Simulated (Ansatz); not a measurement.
## Ho (P6_3/mmc): lattice thermal conductivity

Aim: the lattice thermal conductivity of Ho against temperature, and which phonons carry it.

Main program and level: Ansatz 0.2.0; DFT PBE, scalar-relativistic, plane waves, norm-conserving pseudopotentials, 4f in core.

### Step 1. Starting point

Symmetry: P6_3/mmc, No. 194, hexagonal system. The conventional cell has a = 3.577 Å, b = 3.577 Å, c = 5.616 Å, α = 90.00°, β = 90.00°, γ = 120.00°. Nearest to Ho lie 12 Ho at 3.49 to 3.58 Å.

### Step 2. Probe on a coarse mesh

A cheap single point shows whether the cell is a metal or an insulator and how far it is from rest; that sets the k-mesh and the occupations of what follows.

Contents of input.yaml:

```yaml
crystal:
  lattice:
    - [3.5773, 0.0, 0.0]
    - [-1.78865, 3.098032677, 0.0]
    - [0.0, 0.0, 5.6158]
  atoms:
    - { symbol: Ho, position: [0.3333333333, 0.6666666667, 0.25] }
    - { symbol: Ho, position: [0.6666666667, 0.3333333333, 0.75] }
kpoints:
  mp_grid: { grid: [6, 6, 4] }
hamiltonian:
  xc: pbe
  pseudopotentials:
    kind: nc
    azcp: { Ho: "pseudopotentials/pbe/nc/lanthanide_3plus/Ho.nc.azcp" }
scf:
  occupations: { method: gaussian, width: 0.1 }
  lower_state_search: "off"
output:
  forces: true
  stress: true
  eigenvalues: true
```

Run with:

```
ansatz run input.yaml --threads 18 --pin off --max-ram 92160MiB --backend cuda --events-out ev --progress --plain --runs-dir out --max-vram 78GiB
```

Numbers of over 12 decimals in the logs are rounded to 6 here.

What it wrote:

```text
Engine: ansatz 0.2.0, aarch64-unknown-linux-gnu
Pseudopotentials: kind: nc
Pseudopotential: Ho, nc, valence charge 11, recommended cutoff 680.284656 eV (normal), <dir>
Functional definition: PBE
  parameter kappa = 0.804
  parameter beta = 0.066725
  exchange = pbe_x(kappa = kappa, mu = beta*pi^2/3)
  correlation = pbe_c(beta = beta)
device memory: the entry about to start is reckoned to put 1.0 GiB on a device that reports 178.8 GiB free (of which the cap on the GPU budget leaves the run 78.0 GiB)
GPU FFT provider: cuFFT
GPU libraries: cuBLAS 13.8.1, cuFFT 12.4.0, cuSOLVER 12.3.2
GPU matrix products: emulated (plane waves: as basis.precision tells), large ones in fixed point in workspaces of 1.00 GiB
Crystal: 2 atoms, lattice volume = 62.238 Å³
Basis set: ecut = 680.284656 eV, 2489 PW (Γ), exchange–correlation on 64×64×96 points (8 copies of the dense FFT grid, shifted against one another)
Bands: 15, of which v1, the nominal top of the filled ones, is band 11 counted from 1 (10 counted from 0)
Symmetry: 24 space group operations
Space group: P63/mmc (ITA 194), of the structure as read, at distance tolerance 4.0e-5 Å
k-points: 21 of 144
Non-local potential: Ho, projectors of the file, l = 0: 2, l = 1: 2, l = 2: 2, l = 3: 1
Initial density: superposition of atomic densities (chi_scale 0.1, normalization cell)
Initial wavefunctions: pseudopotential atomic-orbital guess
GPU buffer pool allocated for 49152 grid points (all kernels)
GPU transforms: local potential and band sums: pruned to the plane-wave sphere, on 30×32×48
Functional: x = pbe(κ = 0.804, μ = 0.219515), c = pbe(β = 0.066725)
SCF iter   1: F=—  HF=-2402.813635 eV  |F-HF|=—  |Δ(HF+E_count)|=         —  Δρ=1.28e-2  dr2=1.51e-1  ethr=3.10e-3  ⟨swp⟩=5.1  Hψ=1411  notcnv=0
preconditioner: auto → Kerker (q_TF=auto, 2.294 Å⁻¹)  [metal: Δε(μ)=0.020 eV  Ē_g=2.900 eV  σ=0.100 eV  W_gap=0.11  n_scr=10 (ndim 8)  ℏωp=11.5 eV  f_vac=0.000  D(μ)=4.14/eV (n_scr^D=36)]
SCF iter   2: F=—  HF=-2402.792841 eV  |F-HF|=—  |Δ(HF+E_count)|=   2.08e-2  Δρ=8.55e-3  dr2=6.66e-2  ethr=6.87e-4  ⟨swp⟩=2.0  Hψ=613  notcnv=0
SCF iter   3: F=—  HF=-2402.780671 eV  |F-HF|=—  |Δ(HF+E_count)|=   1.22e-2  Δρ=9.38e-4  dr2=4.40e-4  ethr=3.03e-4  ⟨swp⟩=3.3  Hψ=694  notcnv=0
SCF iter   4: F=—  HF=-2402.780644 eV  |F-HF|=—  |Δ(HF+E_count)|=   2.69e-5  Δρ=1.69e-4  dr2=1.66e-5  ethr=2.00e-6  ⟨swp⟩=2.3  Hψ=513  notcnv=0
SCF iter   5: F=—  HF=-2402.780700 eV  |F-HF|=—  |Δ(HF+E_count)|=   5.67e-5  Δρ=3.46e-5  dr2=5.80e-7  ethr=7.56e-8  ⟨swp⟩=2.2  Hψ=561  notcnv=0
SCF iter   6: F=-2402.780701 eV  HF=-2402.780701 eV  |F-HF|=2.38e-9  |Δ(HF+E_count)|=   1.49e-7  Δρ=6.88e-6  dr2=1.31e-8  ethr=4.55e-10  ⟨swp⟩=7.7  Hψ=2300  notcnv=0
SCF 1 converged in 6 iterations: F = -2402.780701 eV  dr2 = 1.31e-8
SCF converged after 6 iterations
Free energy (F): -2402.780701 eV
Harris-Foulkes:  -2402.780701 eV  (|F-HF|=2.38e-9)
Internal energy: -2402.759354 eV  (E = F + TS)
E sigma→0 (E₀):  -2402.770027 eV
Entropy (-TS):   -0.021346 eV (-10.673 meV/atom)
Fermi energy:    10.267525 eV
--- Per-component energies (eV) ---
  E_band       = -267.897973
  E_kinetic    = 589.779211
  E_local      = -1158.884376  (includes V_loc(G=0)·N_el)
  E_nonlocal   = 28.625091
  E_hartree    = 339.734883
  E_xc         = -602.503723
  E_vxc        = -406.890231  (∫ρ·V_xc dr)
  E_ewald      = -1599.510440
  E_smearing   = -0.021346  (= −TS)
  E_closure    = -0.000000  (closes the sum)
  Σ components = -2402.780701   (vs F -2402.780701, Δ=0.00e0)
--- Forces (eV/Å), atoms counted from 1 ---
  atom   1  Ho    -0.00000000    -0.00000000     0.00000000
  atom   2  Ho    -0.00000000     0.00000000     0.00000000
  max |Σ_I F_I| component: 1.39e-17 eV/Å
--- Stress (GPa, compression-positive) ---
        0.416787      -0.000000       0.000000
       -0.000000       0.416787       0.000000
        0.000000       0.000000      -0.555807
  P = ⅓ Tr σ = 0.0926 GPa (0.926 kbar)
--- Band table (eV; the first three rows and the last of 21) ---
  k-point 0: bands = [... 7 lower, -13.4345, 4.9149, 7.9938, 11.3122, 12.0968, 12.0968, 12.4509, 12.7999]
  k-point 1: bands = [... 7 lower, -13.4936, 5.3637, 7.6460, 10.9960, 11.9332, 11.9332, 12.0270, 12.4584]
  k-point 2: bands = [... 7 lower, -13.5300, 6.5097, 6.5097, 11.2319, 11.2319, 12.0089, 12.0089, 12.0089]
  k-point 20: bands = [... 7 lower, -13.5540, 9.6380, 9.6380, 9.8022, 9.8022, 10.7192, 10.7192, 13.2455]
```

Wall time 0.85 s (1 × NVIDIA GB200 with 18 threads of Arm Neoverse V2, shared host); peak memory 1.1 GiB; 1.1 s of CPU time.

The files freeze the 4f shell of Ho into the core, so its moment is left out.

This step gave:

| Quantity | Value |
| --- | --- |
| pressure | 0.09259 GPa |
| volume per atom | 31.12 Å³/atom |
| gap on the k-mesh | 0 eV |

The start is under 0.093 GPa at this level and looks like a metal on this mesh.

### Step 3. Relaxation

The vibrations must be taken about the equilibrium of this functional, not about the starting cell, so the structure is relaxed.

input.yaml: that of step 2 with these lines changed.

```diff
@@ -9,3 +9,3 @@
 kpoints:
-  mp_grid: { grid: [6, 6, 4] }
+  mp_grid: { grid: [15, 15, 8] }
 hamiltonian:
@@ -22 +22,6 @@
   eigenvalues: true
+relax:
+  adjacent_minimum: "off"
+  f_tol: 0.005
+  max_steps: 80
+  cell: { stress_tol: 0.05 }
```

What it wrote:

```text
[...]
Crystal: 2 atoms, lattice volume = 62.238 Å³
Basis set: ecut = 680.284656 eV, 2489 PW (Γ), exchange–correlation on 64×64×96 points (8 copies of the dense FFT grid, shifted against one another)
Bands: 15, of which v1, the nominal top of the filled ones, is band 11 counted from 1 (10 counted from 0)
Symmetry: 24 space group operations
[...]
k-points: 135 of 1800
[...]
SCF iter   1: F=—  HF=-2402.801480 eV  |F-HF|=—  |Δ(HF+E_count)|=         —  Δρ=1.27e-2  dr2=1.47e-1  ethr=3.10e-3  ⟨swp⟩=5.2  Hψ=9109  notcnv=0
[...]
SCF iter   2: F=—  HF=-2402.780857 eV  |F-HF|=—  |Δ(HF+E_count)|=   2.06e-2  Δρ=8.45e-3  dr2=6.50e-2  ethr=6.67e-4  ⟨swp⟩=2.1  Hψ=3914  notcnv=0
[...]
SCF iter   6: F=-2402.769473 eV  HF=-2402.769473 eV  |F-HF|=1.68e-9  |Δ(HF+E_count)|=   1.39e-7  Δρ=7.35e-6  dr2=1.60e-8  ethr=4.55e-10  ⟨swp⟩=7.6  Hψ=14127  notcnv=0
SCF 1 converged in 6 iterations: F = -2402.769473 eV  dr2 = 1.60e-8
relax step   1: F+E_penalty+E_count = -2402.76947280 eV  Δ(F+E_penalty+E_count) = +0.000e0 eV  max|allowed force component| = 7.864e-17 eV/Å  Δτ_max = 0.0000 Å  P = -0.112 GPa  Ω = 62.238 Å³  (6 SCF iters, dr2 threshold 1.00e-7 eV, accepted)
[...]
Crystal: 2 atoms, lattice volume = 62.059 Å³
[...]
iter 1 solved again at ethr=1.06e-7 eV; its pass at ethr=3.10e-3 eV (dr2=2.33e-5 eV) is discarded
[...]
SCF iter   3: F=-2402.770547 eV  HF=-2402.770547 eV  |F-HF|=6.63e-9  |Δ(HF+E_count)|=   2.83e-7  Δρ=1.31e-5  dr2=5.94e-8  ethr=9.09e-10  ⟨swp⟩=6.4  Hψ=15305  notcnv=0
SCF 2 converged in 3 iterations: F = -2402.770547 eV  dr2 = 5.94e-8
relax step   2: F+E_penalty+E_count = -2402.77054719 eV  Δ(F+E_penalty+E_count) = -1.074e-3 eV  max|allowed force component| = 3.585e-17 eV/Å  Δτ_max = 0.0000 Å  P = +0.024 GPa  Ω = 62.059 Å³  energy of the carried Pulay correction = +1.364e-5 eV  (3 SCF iters, dr2 threshold 2.00e-7 eV, accepted)
[...]
Crystal: 2 atoms, lattice volume = 62.123 Å³
[...]
SCF iter   3: F=-2402.770600 eV  HF=-2402.770600 eV  |F-HF|=1.41e-9  |Δ(HF+E_count)|=   1.13e-7  Δρ=4.45e-6  dr2=1.01e-8  ethr=8.73e-11  ⟨swp⟩=6.3  Hψ=13989  notcnv=0
SCF 3 converged in 3 iterations: F = -2402.770600 eV  dr2 = 1.01e-8
relax step   3: F+E_penalty+E_count = -2402.77060045 eV  Δ(F+E_penalty+E_count) = -5.326e-5 eV  max|allowed force component| = 6.939e-18 eV/Å  Δτ_max = 0.0000 Å  P = -0.016 GPa  Ω = 62.123 Å³  energy of the carried Pulay correction = +7.961e-6 eV  (3 SCF iters, dr2 threshold 1.92e-8 eV, accepted)
[...]
SCF iter   1: F=—  HF=-2402.770551 eV  |F-HF|=—  |Δ(HF+E_count)|=         —  Δρ=9.36e-6  dr2=1.70e-8  ethr=3.41e-7  ⟨swp⟩=4.1  Hψ=16492  notcnv=0
eigensolver tolerance schedule: the retry pair's looser diagonalisation over-reported the residual by 4407.60 of it (diagonalisation noise at 0.94 of the residual, at the tolerance the schedule requests for it); recorded, not acted on — ethr = c·dr2/N_el stays at c = 1.0e-1
SCF iter   2: F=—  HF=-2402.770599 eV  |F-HF|=—  |Δ(HF+E_count)|=   4.84e-5  Δρ=4.74e-6  dr2=4.59e-9  ethr=7.74e-11  ⟨swp⟩=4.0  Hψ=5480  notcnv=0
[...]
SCF iter   5: F=-2402.770599 eV  HF=-2402.770599 eV  |F-HF|=1.36e-12  |Δ(HF+E_count)|=  1.82e-12  Δρ=8.02e-8  dr2=1.99e-12  ethr=1.00e-12  ⟨swp⟩=8.0  Hψ=13541  notcnv=0
SCF 4 converged in 5 iterations: F = -2402.770599 eV  dr2 = 1.99e-12
relax step   4: F+E_penalty+E_count = -2402.77059917 eV  Δ(F+E_penalty+E_count) = +1.279e-6 eV  max|allowed force component| = 1.388e-17 eV/Å  Δτ_max = 0.0000 Å  P = -0.016 GPa  Ω = 62.123 Å³  stress off target by 1.94e-2 GPa  SCF on the basis re-selected at this cell (its energy is not comparable with the rows above)  (5 SCF iters)
basis re-selected at this cell: Δ(F+E_penalty+E_count) = +1.279e-6 eV, ΔP = -0.000 GPa vs the last step (what re-selecting the basis moved, of the pressure what is left beyond the Pulay correction that the steps carried, after the strain that the cell walked since its last selection, with what the two solves' SCF thresholds leave and, on support functions, any second-order correction that the steps lacked; it is no m [...]
SCF converged after 5 iterations
Free energy (F): -2402.770599 eV
[...]
Internal energy: -2402.754769 eV  (E = F + TS)
E sigma→0 (E₀):  -2402.762684 eV
Entropy (-TS):   -0.015831 eV (-7.915 meV/atom)
Fermi energy:    10.218724 eV
[...]
--- Stress (GPa, compression-positive) ---
       -0.019405       0.000000       0.000000
        0.000000      -0.019405      -0.000000
        0.000000      -0.000000      -0.009296
  P = ⅓ Tr σ = -0.0160 GPa (-0.160 kbar)
--- Band table (eV; the first three rows and the last of 135) ---
  k-point 0: bands = [... 7 lower, -13.3976, 4.9347, 8.0383, 11.4207, 12.1010, 12.1010, 12.5674, 12.8322]
  k-point 1: bands = [... 7 lower, -13.4262, 5.0523, 7.9659, 11.2865, 12.0251, 12.0251, 12.4489, 12.7214]
  k-point 2: bands = [... 7 lower, -13.4644, 5.3927, 7.7026, 11.0730, 11.9184, 11.9184, 12.1289, 12.4670]
  k-point 134: bands = [... 7 lower, -13.5166, 9.6525, 9.6525, 9.8147, 9.8147, 10.7463, 10.7463, 13.3011]
--- Relaxed structure (3 steps of the walk, 3 accepted, 1 SCFs on fresh bases) ---
  F+E_penalty+E_count = -2402.77059917 eV   max|allowed force component| = 1.388e-17 eV/Å   (the final SCF, on the basis selected at the relaxed cell)
  cell:  # Å, volume = 62.1232 Å³
    - [3.589016, 0.0, 0.0]
    - [-1.794508, 3.108179, 0.0]
    - [0.0, 0.0, 5.568943]
  atoms:
    - { symbol: Ho, position: [0.333333, 0.666667, 0.25] }
    - { symbol: Ho, position: [0.666667, 0.333333, 0.750000] }
```

Elapsed: 7.3 s, on 1 × NVIDIA GB200 with 18 threads; peak memory 1 GiB.

Step by step:

```tsv
step	energy less that of the first step (eV)	largest force component (eV/Å)	pressure (GPa)	volume (Å³)
1	0.0000	0.0000	-0.11	62.24
2	-0.0011	0.0000	0.02	62.06
3	-0.0011	0.0000	-0.02	62.12
4*	-0.0011	0.0000	-0.02	62.12
```

Relaxation steps marked * repeat the geometry before them on a plane-wave basis chosen anew for their cell, so energy and pressure can jump there.

The run keeps the 24 symmetry operations that it works with, so distortions that break them were not tested.

```tsv
conventional cell, symmetrised	before	after	change
a (Å)	3.577	3.589	+0.3 %
b (Å)	3.577	3.589	+0.3 %
c (Å)	5.616	5.569	-0.8 %
volume (Å³/atom)	31.12	31.06	-0.2 %
```

The relaxed structure:

```
Ho
1.0
     3.58902    0.00000    0.00000
    -1.79451    3.10818    0.00000
     0.00000    0.00000    5.56894
Ho
2
Direct
  0.33333 0.66667 0.25000
  0.66667 0.33333 0.75000
```

This step gave:

```yaml
pressure: -0.01604 GPa
volume_per_atom: 31.06 Å³/atom
```

The relaxation ends with a pressure of -0.02 GPa.

### Step 4. Tight relaxation

The thresholds are tightened for a last relaxation ahead of the phonons, and where mesh or smearing change with them the cell follows.

input.yaml, the sections that differ from step 3:

```yaml
crystal:
  lattice:
    - [3.5890159161, 0.0, 0.0]
    - [-1.794507958, 3.1081789579, 0.0]
    - [0.0, 0.0, 5.5689428854]
  atoms:
    - { symbol: Ho, position: [0.3333333333, 0.6666666667, 0.25] }
    - { symbol: Ho, position: [0.6666666667, 0.3333333333, 0.75] }
scf:
  occupations: { method: methfessel_paxton, width: 0.2 }
  lower_state_search: "off"
relax:
  adjacent_minimum: "off"
  f_tol: 0.001
  max_steps: 60
  cell: { stress_tol: 0.01 }
# kpoints, hamiltonian, output: as in step 3
```

What it wrote:

```text
[...]
GPU FFT provider: cuFFT
GPU libraries: cuBLAS 13.8.1, cuFFT 12.4.0, cuSOLVER 12.3.2
[...]
Crystal: 2 atoms, lattice volume = 62.123 Å³
Basis set: ecut = 680.284656 eV, 2489 PW (Γ), exchange–correlation on 64×64×96 points (8 copies of the dense FFT grid, shifted against one another)
[...]
k-point 134: bands = [... 7 lower, -13.5059, 9.6608, 9.6608, 9.8234, 9.8234, 10.7558, 10.7558, 13.3114]
--- Relaxed structure (2 steps of the walk, 2 accepted, 1 SCFs on fresh bases) ---
[...]
cell:  # Å, volume = 62.0773 Å³
    - [3.588164, -2.8860717287740804e-11, 0.0]
    - [-1.794082, 3.107442, 0.0]
    - [0.0, 0.0, 5.567464]
  atoms:
    - { symbol: Ho, position: [0.333333, 0.666667, 0.250000] }
    - { symbol: Ho, position: [0.666667, 0.333333, 0.75] }
[key lines of the parts left out:]
SCF converged after 9 iterations
Free energy (F): -2402.761302 eV
Fermi energy:    10.230571 eV
P = ⅓ Tr σ = 0.0021 GPa (0.021 kbar)
```

Wall time 2.3 s (1 × NVIDIA GB200 with 18 threads); peak memory 1.1 GiB; 8.1 s of CPU time.

Little changed from the start: no atom moved by 0.005 Å and no cell edge by 0.1 %.

This step gave:

| Item | Value |
| --- | --- |
| pressure | 0.002091 GPa |
| volume per atom | 31.04 Å³/atom |

The residual pressure is 0.0021 GPa, small enough for phonons.

### Step 5. A faulty attempt

This input was changed on purpose, to see how the program answers.

Contents of input.yaml:

```yaml
crystal:
  lattice:
    - [3.5881644755, 0.0, 0.0]
    - [-1.7940822377, 3.1074415887, 0.0]
    - [0.0, 0.0, 5.5674638817]
  atoms:
    - { symbol: Ho, position: [0.3333333333, 0.6666666667, 0.25] }
    - { symbol: Ho, position: [0.6666666667, 0.3333333333, 0.75] }
kpoints:
  mp_grid: { grid: [14, 14, 8] }
hamiltonian:
  xc: pbe
  pseudopotentials:
    kind: nc
    azcp: { Ho: "pseudopotentials/pbe/nc/lanthanide_3plus/Ho.nc.azcp" }
scf:
  occupations: { method: methfessel_paxton, width: 0.2 }
  lower_state_search: "off"
  max_iter: 60
output:
  eigenvalues: true
phonons:
  supercell: [2, 2, 2]
  dielectric: false
  third_order: { supercell: [2, 2, 2], pair_cutoff: 5.1 }
  lattice_thermal_conductivity:
    qmesh: [11, 11, 5]
    temperatures: [300]
    isotope_mass_variance: [{ species: Ho, variance: 0.0 }]
```

What it wrote:

```text
Error: invalid value for `phonons.third_order.pair_cutoff`: 5.100 Å is not below 3.588 Å, half the shortest translation of the third-order supercell, so a pair of sites would have two images within it; lower pair_cutoff or enlarge phonons.third_order.supercell
```

It took 0.04 s on 18 threads; peak memory 0.053 GiB.

The input was rejected at the start.

The program's message: “Error: invalid value for `phonons.third_order.pair_cutoff`: 5.100 Å is not below 3.588 Å, half the shortest translation of the third-order supercell, so a pair of sites would have two images within it …”

The fault put into the input: a pair cutoff beyond half of the supercell.

(Part 1 of 3 ends here.)

[Logs are printed without paths, hosts, clocks, repeated set-up lines and the standing remarks that a program may print on its own settings, such as how far it seeks lower states.]

[Hosts, paths, dates, database ids (printed as entryN), source tags and the programs' standing remarks are cut or masked in the printed files.]

[A step with changed settings may run another functional than the one named; its input shows which.]
